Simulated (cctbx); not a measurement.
**Which space group?**

Cell: a = 9.6540 Å, b = 9.6540 Å, c = 9.6540 Å, α = 90.00°, β = 90.00°, γ = 90.00°. Expected content of the cell: Bi24 Eu2 Fe8.

Simulated single-crystal data (cctbx): Mo Kα, λ = 0.71073 Å, to d = 0.8 Å, 80 % of the full sphere, strongest reflection 40000 counts, noise from counting, a 4 % proportional error and a noise floor of 8 counts (s.d.); no absorption.

Tests on the unmerged data give:

```text
5847 reflections to d = 0.802 A
centring   violations  <I/sigma> of those
    A       1322 of  2912      8.4
    B       1315 of  2914      8.3
    C       1325 of  2934      8.3
    I          1 of  2962      0.0
    R       1762 of  3962      8.4
    F       1981 of  4380      8.4
Laue class    unique    Rint  (classes that these axes allow; Friedel mates merged)
I 1 2/m 1         953   0.030
I 1 1 2/m         949   0.030
I 2/m 1 1         950   0.030
I m m m           537   0.032
I 4/m             481   0.048
I 4/m m m         292   0.049
I m -3            181   0.035
I m -3 m          114   0.050
space group    extra absences  I>4sigma  <I/sigma>
I 4 3 2                 0          0         -  acentric
I -4 3 m                0          0         -  acentric
I m -3 m                0          0         -  centric
Wilson B = 0.09 A^2   <|E^2-1|> = 0.825 (0.968 centric, 0.736 acentric)   E^2>4: 0.9 %
shell (A)         n   <I/sigma>
 6.83 - 1.60     21     60.2
 1.60 - 1.27     15     66.2
 1.27 - 1.11     15     76.5
 1.11 - 1.01     13     53.7
 1.01 - 0.94     12     68.0
 0.94 - 0.89     14     85.7
 0.89 - 0.84     10     82.0
 0.84 - 0.80     14     69.2
```

**Question.** What are the lattice type, the Laue class and the likely space group?

The reflections that I centring forbids are absent (⟨I/σ⟩ near 0), so the lattice is I.

Rint stays low (0.030 to 0.050) up to I m -3 m, the highest class in these axes.

3 settings pass the absence test. No glide or screw absences show, which leaves I 4 3 2, I -4 3 m and I m -3 m.

⟨|E²−1|⟩ = 0.825 lies between the two ideal values. The Wilson B of 0.09 Å² means U ≈ 0.0011 Å², too small to be real: the Wilson fit fails with so few reflections and atoms.

The true group is Im-3 (no. 204), Laue class m-3, centrosymmetric. It isn't in the list: the twinning raises the apparent Laue symmetry.

The crystal is twinned by the law (0 -1 0 -1 0 0 0 0 -1) with a minor fraction of 0.47; Rint in the higher class falls towards the noise as the fraction nears 1/2.

The model was made for the exercise: a known structure type with other elements put in, its volume estimated, not relaxed; displacement parameters are assumed.

[Logs are printed without paths, hosts, clocks, repeated set-up lines and the standing remarks that a program may print on its own settings, such as how far it seeks lower states.]
